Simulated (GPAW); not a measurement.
# Near-edge structure at the Te K edge of YTe (Fm-3m), part 2 of 2

What does one-electron theory with a core hole give for the Te K edge of YTe (Fm-3m)?

GPAW 26.7.0; X-ray absorption from dipole matrix elements to empty bands, plane-wave PAW LDA.

So far. Step 2 (The field without a hole): The mesh shows no gap, so the system is treated as a metal and the core electron is put at the Fermi level (neutral cell). Step 3 (Spectrum without a core hole, Te atom 1): Main maxima below 26 eV (height): 7.4 eV (1.21) and 23.4 eV (1.08). A K edge sees empty p states on the absorber.

The database entry behind the starting cell differs from later determinations by our own check (0.1 to 0.3 % short, probably kX units), so it need not match the best structure at ambient conditions.

## 5. Spectrum with XCH, Te atom 1

The holes are 7.4 Å apart. In GPAW the data set carries the hole's charge, so charge=0 means a charged cell and charge=-1 a neutral one. The excited electron is kept in the cell, where it fills the lowest empty states and screens the hole. After the field has converged, empty bands are computed with the density fixed and the dipole matrix elements are summed.

The input, xas.py:

```python
import numpy as np
from ase import Atoms
from ase.parallel import parprint, paropen
from gpaw import GPAW, PW, FermiDirac, Mixer, MixerDif, setup_paths
from gpaw.test import gen
setup_paths.insert(0, '.')
gen('Te', name='fch1s', xcname='LDA', corehole=(1, 0, 1), write_xml=True)
from gpaw.mpi import world
world.barrier()

atoms = Atoms('Te6Y6',
    cell=[[-3.04, -3.04, -6.08],
     [-3.04, -3.04, 6.08],
     [-3.04, 6.08, 3.04]],
    scaled_positions=[[0, 0, 0],
     [0.66666667, 0, 0.33333333],
     [0.5, 0.5, 0],
     [0.33333333, 0, 0.66666667],
     [0.16666667, 0.5, 0.33333333],
     [0.83333333, 0.5, 0.66666667],
     [0.25, 0.75, 0],
     [0.91666667, 0.75, 0.33333333],
     [0.75, 0.25, 0],
     [0.58333333, 0.75, 0.66666667],
     [0.41666667, 0.25, 0.33333333],
     [0.08333333, 0.25, 0.66666667]],
    pbc=True)
atoms.calc = calc = GPAW(legacy_gpaw=True, mode=PW(430), xc='LDA', setups={0: 'fch1s'},
    kpts={'size': (4, 4, 4), 'gamma': True}, occupations=FermiDirac(0.1),
    charge=-1, mixer=Mixer(0.1, 5, 50), maxiter=150,
    convergence={'density': 0.0001}, txt='scf.txt')
energy = atoms.get_potential_energy() + calc.get_reference_energy()
ef = calc.get_fermi_level()
out = dict(energy=energy, fermi=ef, forces=atoms.get_forces().tolist())
parprint(f'all-electron energy {energy:.4f} eV, Fermi level {ef:.4f} eV')
ev = np.array([[calc.get_eigenvalues(k, s) for k in range(len(calc.get_ibz_k_points()))] for s in range(calc.get_number_of_spins())])
out['homo'], out['lumo'], out['counts'] = ev[ev < ef].max(), ev[ev > ef].min(), sorted(set((ev < ef).sum((0, 2)).tolist()))
out['filled'] = (ev[:, 0] < ef).sum(1).tolist()

from ase.units import Ha
from gpaw.xas import dipole_matrix_elements
nb = int(calc.get_number_of_electrons() / 2) + 233
top, nb = nb, nb + 8 + nb // 12
nscf = calc.fixed_density(kpts={'size': (4, 4, 4), 'gamma': True}, nbands=nb,
    convergence={'bands': top, 'eigenstates': 1e-5}, maxiter=60, txt='nscf.txt')
cell = atoms.cell.array
ops = [cell.T @ U.T @ np.linalg.inv(cell.T) for U in nscf.wfs.kd.symmetry.op_scc]
E = np.arange(-6, 34, 0.1)
fwhm = np.interp(E, [4, 25], [9.89, 9.89])
Y, X, zero, highest = 0, 0, 1e9, 1e9
for spin in range(nscf.get_number_of_spins()):
    wfs = nscf.wfs
    A = dipole_matrix_elements(wfs.setups[0])
    eps = np.zeros((wfs.kd.nibzkpts, nb))
    d = np.zeros((3, A.shape[1], wfs.kd.nibzkpts, nb), complex)
    for kpt in wfs.kpt_u:
        if kpt.s == spin and 0 in kpt.P_ani:
            eps[kpt.k] = kpt.eps_n * Ha
            d[:, :, kpt.k] = (kpt.weight * wfs.nspins / 2) ** 0.5 * np.inner(A, kpt.P_ani[0])
    world.sum(eps)
    world.sum(d)
    T = np.einsum('amkn,bmkn->abkn', d, d.conj()).real
    T = sum(np.einsum('ai,ijkn,bj->abkn', R, T, R) for R in ops) / len(ops)
    empty = eps > ef
    zero, highest = min(zero, eps[empty].min()), min(highest, eps[:, top - 1].min())
    lines = [(eps, T, empty)] if spin == 0 else lines + [(eps, T, empty)]
for eps, T, empty in lines:
    f = np.einsum('aakn->akn', T).reshape(3, -1)
    x = eps.ravel() - zero
    w = np.interp(x, E, fwhm) / 2.35482
    g = np.exp(-0.5 * ((E[:, None] - x) / w) ** 2) / (w * (2 * np.pi) ** 0.5)
    Y = Y + (f * empty.ravel()) @ g.T
    X = X + (f * ~empty.ravel()) @ g.T
out.update(E=E.round(2).tolist(), xas=Y.tolist(), xes=X.tolist(), zero=zero, valid=highest - zero, nk=len(eps), nb=nb)
for i in range(0, len(E), 10):
    parprint(f'{E[i]:7.2f}', *(f'{v:10.3e}' for v in Y[:, i]))
import json
with paropen('out.json', 'w') as f:
    json.dump(out, f)
```

Started as:

```sh
$ OMP_NUM_THREADS=1 mpirun -n 4 gpaw python xas.py
```

Numbers of over 12 decimals in the logs are rounded to 6 here.

The log of the run:

```text
Input parameters:
  charge: -1
  convergence: {density: 0.0001}
  kpts: {gamma: True,
         size: (4, 4, 4)}
  maxiter: 150
  mixer: {backend: pulay,
          beta: 0.1,
          method: separate,
          nmaxold: 5,
          weight: 50}
  mode: {ecut: 430.0,
         name: pw}
  occupations: {fixmagmom: False,
                name: fermi-dirac,
                width: 0.1}
  setups: {0: fch1s}

Initialize ...

[... PAW data sets ...]

Reference energy: -1627867.125680  # eV

Spin-paired calculation

[... convergence settings ...]
Symmetries present (total): 4
  [... symmetry matrices ...]

64 k-points: 4 x 4 x 4 Monkhorst-Pack grid + [1/8,1/8,1/8]
24 k-points in the irreducible part of the Brillouin zone
       k-points in crystal coordinates                weights
   0:     0.00000000    0.00000000    0.00000000          1/64
   1:     0.00000000    0.00000000    0.25000000          2/64
   2:     0.00000000    0.00000000    0.50000000          1/64
   3:     0.00000000    0.25000000    0.00000000          2/64
   4:     0.00000000    0.25000000    0.25000000          4/64
   5:     0.00000000    0.25000000    0.50000000          2/64
   6:     0.00000000    0.50000000    0.00000000          1/64
   7:     0.00000000    0.50000000    0.25000000          2/64
   8:     0.00000000    0.50000000    0.50000000          1/64
   9:     0.25000000   -0.25000000    0.00000000          4/64
          ...
  23:     0.50000000    0.50000000    0.50000000          2/64

Wave functions: Plane wave expansion
  Cutoff energy: 430.000 eV
  Number of coefficients (min, max): 6792, 6867
  Pulay-stress correction: 0.000000 eV/Ang^3 (de/decut=0.000000)
  Using FFTW library
  Wavefunction extrapolation:
    Improved wavefunction reuse through dual PAW basis

Occupation numbers: Fermi-Dirac:
  width: 0.1000  # eV

Eigensolver
   Davidson(niter=2)

Densities:
  Coarse grid: 36*36*36 grid
  Fine grid: 72*72*72 grid
  Total Charge: 0.000000

Density mixing:
  Method: separate
  Backend: pulay
  Linear mixing parameter: 0.1
  old densities: 5
  Width of damping distribution: 1.1
  Damping of long wavelength oscillations: 50

[... Hamiltonian set-up ...]
Number of atoms: 12
Number of atomic orbitals: 102
Number of bands in calculation: 66
Number of valence electrons: 103
Bands to converge: occupied

... initialized

Initializing position-dependent things.

Density initialized from atomic densities
Creating initial wave functions:
  66 bands from LCAO basis set

                  Y
         Y      Te

               Y  Te

         Te     Y       Te

       Y       Te

                Te
               Y

Atomic positions and initial magnetic moments

Positions:
   0 Te     0.000000    0.000000    0.000000    ( 0.0000,  0.0000,  0.0000)
   1 Te    -3.040000   -0.000000   -3.040000    ( 0.0000,  0.0000,  0.0000)
   2 Te    -3.040000   -3.040000    0.000000    ( 0.0000,  0.0000,  0.0000)
   3 Te    -3.040000    3.040000    0.000000    ( 0.0000,  0.0000,  0.0000)
   4 Te    -3.040000   -0.000000    3.040000    ( 0.0000,  0.0000,  0.0000)
   5 Te    -6.080000    0.000000    0.000000    ( 0.0000,  0.0000,  0.0000)
   6 Y     -3.040000   -3.040000    3.040000    ( 0.0000,  0.0000,  0.0000)
   7 Y     -6.080000   -3.040000   -0.000000    ( 0.0000,  0.0000,  0.0000)
   8 Y     -3.040000   -3.040000   -3.040000    ( 0.0000,  0.0000,  0.0000)
   9 Y     -6.080000    0.000000    3.040000    ( 0.0000,  0.0000,  0.0000)
  10 Y     -3.040000   -0.000000   -0.000000    ( 0.0000,  0.0000,  0.0000)
  11 Y     -3.040000    3.040000    3.040000    ( 0.0000,  0.0000,  0.0000)

Unit cell:
           periodic     x           y           z      points  spacing
  1. axis:    yes   -3.040000   -3.040000   -6.080000    36     0.1713
  2. axis:    yes   -3.040000   -3.040000    6.080000    36     0.1950
  3. axis:    yes   -3.040000    6.080000    3.040000    36     0.1791

  Lengths:   7.446449   7.446449   7.446449
  Angles:   80.405932 120.000000 109.471221

Effective grid spacing dv^(1/3) = 0.1933

iter:   1   -81.748577
iter:   2   -80.859430   -1.25  -1.30
iter:   3   -79.888254   -1.11  -1.37
iter:   4   -79.833756   -2.47  -1.62
iter:   5   -79.822101   -1.92  -1.64
iter:   6   -79.971241   -1.66  -2.05
iter:   7   -79.786749   -2.51  -1.96
iter:   8   -79.792694   -3.56  -2.54
iter:   9   -79.777767c  -2.92  -2.43
iter:  10   -79.777888c  -3.95  -3.05
iter:  11   -79.777889c  -4.76  -3.13
iter:  12   -79.777942c  -4.22  -3.23
iter:  13   -79.777700c  -5.45  -3.29
iter:  14   -79.777658c  -5.60  -3.73
iter:  15   -79.777639c  -6.08  -3.96
iter:  16   -79.777633c  -6.76  -4.01c
iter:  17   -79.777633c  -6.84  -4.16c
iter:  18   -79.777628c  -7.20  -4.38c
iter:  19   -79.777629c  -7.84c -4.49c

Converged after 19 iterations.

Dipole moment: (-0.000000, -0.000000, -0.000000) |e|*Ang

Energy contributions relative to reference atoms: (reference = -1627867.125680)

Kinetic:        +93.364303
Potential:      -85.391101
External:        +0.000000
XC:             -87.181975
Entropy (-ST):   -0.227633
Local:           -0.455040
SIC:             +0.000000
--------------------------
Free energy:    -79.891445
Extrapolated:   -79.777629

Showing only first 2 kpts
 Kpt  Band  Eigenvalues  Occupancy
  0    49      8.36294    1.96080
  0    50      8.36486    1.96006
  0    51      8.81649    0.69819
  0    52      8.87278    0.46800

  1    49      8.51347    1.83475
  1    50      8.63340    1.53987
  1    51      8.84585    0.57131
[...]
Fermi level: 8.75419

No gap
No difference between direct/indirect transitions

Forces in eV/Ang:
  0 Te   -0.00000   -0.00000    0.00000
  1 Te    0.00700   -0.00700    0.00000
  2 Te   -0.00000   -0.00000    0.00000
  3 Te   -0.00700    0.00700    0.00000
  4 Te   -0.03834    0.03834    0.00000
  5 Te    0.03834   -0.03834    0.00000
  6 Y    -0.02836   -0.02836   -0.16433
  7 Y    -0.01157    0.18794    0.01033
  8 Y     0.02836    0.02836    0.16433
  9 Y     0.18794   -0.01157    0.01033
 10 Y    -0.18794    0.01157   -0.01033
 11 Y     0.01157   -0.18794   -0.01033
Scalar-relativistic atomic LDA calculation for Te (Tellurium, Z=52)
Core hole in 1s state (1s occupation: 1.0)
750 radial gridpoints.
|------------------------------------------------|
|------------------------------------------------|
[... the atom generator's iteration count ...]

Energy contributions:
-------------------------
Kinetic:    +5831.321357
XC:          -153.513662
Potential: -11291.352197
-------------------------
Total:      -5613.544503

state      eigenvalue         ekin         rmax
-----------------------------------------------
1s^1.0 : -1185.210848  1493.397688        0.018
2s^2.0 :  -184.998891   318.100813        0.100
2p^6.0 :  -168.074627   302.795167        0.080
3s^2.0 :   -37.640471    92.789286        0.288
3p^6.0 :   -31.872313    86.742867        0.280
3d^10.0:   -22.685311    79.709545        0.231
4s^2.0 :    -6.878637    26.496093        0.685
4p^6.0 :    -5.026799    23.022209        0.715
4d^10.0:    -2.212504    16.857816        0.777
5s^2.0 :    -0.963070     4.683437        1.695
5p^4.0 :    -0.571806     3.187339        1.973
-----------------------------------------------
(units: Bohr and Hartree)

Generating PAW setup
Kinetic energy of the core from tauc = 5969.273166888248
Cutoffs:
rc(s)=2.230
rc(p)=2.260
rc(d)=2.340
rc(vbar)=2.160
rc(comp)=2.160
rc(nct)=2.340

Kinetic energy of the core states: 5809.205126
Charge: 1.0
Core electrons: 45.0
Valence electrons: 6.0
Pseudo-core charge: 1.309408
Shape function alpha=2.143
Pseudo-electron charge 8.249732
state    eigenvalue         norm
--------------------------------
5s(2) :    -0.963070     1.337789
*s    :     0.036930
5p(4) :    -0.571806     1.066187
*p    :     0.428194
*d    :     0.000000
--------------------------------

Diagonalizing with gridspacing h=0.050

state   all-electron     PAW
-------------------------------
5s:      -0.963070    -0.968339
5p:      -0.571806    -0.574561
*d:                   -0.150635
*f:                   -0.022715
-------------------------------
all-electron energy -1627946.9033 eV, Fermi level 8.7542 eV
[...]
31.00  1.150e-08  1.150e-08  1.149e-08
  32.00  1.105e-08  1.105e-08  1.104e-08
  33.00  1.049e-08  1.049e-08  1.047e-08
```

Elapsed: 17 min, on 4 MPI ranks of Arm Neoverse N1, shared host; peak memory 0.72 GiB.

The Te K spectrum, Te atom 1, excited-electron core hole (neutral cell) (energy from the lowest empty level; intensity scaled to a mean of 1 over the first 20 eV):

| E (eV) | intensity |
| --- | --- |
| -2.0 | 0.36 |
| -1.0 | 0.47 |
| 0.0 | 0.60 |
| 1.0 | 0.74 |
| 2.0 | 0.87 |
| 3.0 | 0.99 |
| 4.0 | 1.08 |
| 5.0 | 1.14 |
| 6.0 | 1.17 |
| 7.0 | 1.17 |
| 8.0 | 1.14 |
| 9.0 | 1.09 |
| 10.0 | 1.04 |
| 11.0 | 0.99 |
| 12.0 | 0.95 |
| 13.0 | 0.93 |
| 14.0 | 0.92 |
| 15.0 | 0.93 |
| 16.0 | 0.95 |
| 17.0 | 0.98 |
| 18.0 | 1.01 |
| 19.0 | 1.04 |
| 20.0 | 1.07 |
| 21.0 | 1.09 |
| 22.0 | 1.10 |
| 23.0 | 1.09 |
| 24.0 | 1.08 |
| 25.0 | 1.06 |
| 26.0 | 1.04 |
| 27.0 | 1.01 |
| 28.0 | 0.99 |
| 29.0 | 0.96 |
| 30.0 | 0.94 |
| 31.0 | 0.91 |

Main maxima below 26 eV (height): 6.4 eV (1.18) and 22.2 eV (1.10). 

## 6. With and without the hole

Both curves are counted from their own zero, so only the shift of weight within the empty states shows.

| E (eV) | no hole | XCH |
| --- | --- | --- |
| -2.0 | 0.31 | 0.36 |
| -1.0 | 0.41 | 0.47 |
| 0.0 | 0.53 | 0.60 |
| 1.0 | 0.66 | 0.74 |
| 2.0 | 0.79 | 0.87 |
| 3.0 | 0.91 | 0.99 |
| 4.0 | 1.03 | 1.08 |
| 5.0 | 1.12 | 1.14 |
| 6.0 | 1.18 | 1.17 |
| 7.0 | 1.21 | 1.17 |
| 8.0 | 1.20 | 1.14 |
| 9.0 | 1.17 | 1.09 |
| 10.0 | 1.13 | 1.04 |
| 11.0 | 1.07 | 0.99 |
| 12.0 | 1.02 | 0.95 |
| 13.0 | 0.98 | 0.93 |
| 14.0 | 0.95 | 0.92 |
| 15.0 | 0.93 | 0.93 |
| 16.0 | 0.93 | 0.95 |
| 17.0 | 0.94 | 0.98 |
| 18.0 | 0.97 | 1.01 |
| 19.0 | 1.00 | 1.04 |
| 20.0 | 1.03 | 1.07 |
| 21.0 | 1.05 | 1.09 |
| 22.0 | 1.07 | 1.10 |
| 23.0 | 1.08 | 1.09 |
| 24.0 | 1.08 | 1.08 |
| 25.0 | 1.07 | 1.06 |
| 26.0 | 1.05 | 1.04 |
| 27.0 | 1.03 | 1.01 |
| 28.0 | 1.00 | 0.99 |
| 29.0 | 0.97 | 0.96 |
| 30.0 | 0.93 | 0.94 |
| 31.0 | 0.89 | 0.91 |

With each curve scaled to its own mean, the area from −2 to 6 eV with the hole is 6.7 against 6.2, and the centre of weight from −1 to 20 eV moves by -0.1 eV (first and strongest maxima below 20 eV: 7.4 eV (1.21) without the hole, 6.4 eV (1.18) with it), a small effect on these measures.

## 7. Summary of results

- absorber and edge: Te K, atom 1 of the ground-state input (counted from 1)
- surroundings: 6 Y at 3.04 Å (octahedral, site symmetry m-3m)
- highest intensity below 24 eV: 6.4 eV above the zero, height 1.18

The Te K edge of atom 1, with 6 Y at 3.04 Å (octahedral, site symmetry m-3m), has its highest intensity of the first 24 eV at 6.4 eV above the zero, 1.2 times the mean level of the first 20 eV (Gaussian full width 9.89 eV). With each curve scaled to its own mean, the area from −2 to 6 eV with the hole is 6.7 against 6.2, and the centre of weight from −1 to 20 eV moves by -0.1 eV (first and strongest maxima below 20 eV: 7.4 eV (1.21) without the hole, 6.4 eV (1.18) with it), a small effect on these measures. The script folds with a Gaussian, whereas the core hole's own line is a Lorentzian, so the onset is too steep and the first peak too high. The primitive cell holds an odd number of electrons, so a spin-paired run has to come out metallic; that is right for a metal, but some such compounds are magnetic or distorted insulators. The structure is a published determination, not relaxed.

[Banner, clock and machine lines of the logs are left out without a mark of their own.]

[Logs are printed without paths, hosts, clocks, repeated set-up lines and the standing remarks that a program may print on its own settings, such as how far it seeks lower states.]

[Hosts, paths, dates, database ids (printed as entryN), source tags and the programs' standing remarks are cut or masked in the printed files.]

[Lists of maxima count a maximum above −3 eV only where it reaches 4 % of the highest in the window and stands out from its surroundings by 2 % of it (1.5 % where it reaches 55 %); shoulders and weaker maxima are passed over, and of the rest the first, up to two pre-edge ones and the few strongest are named.]
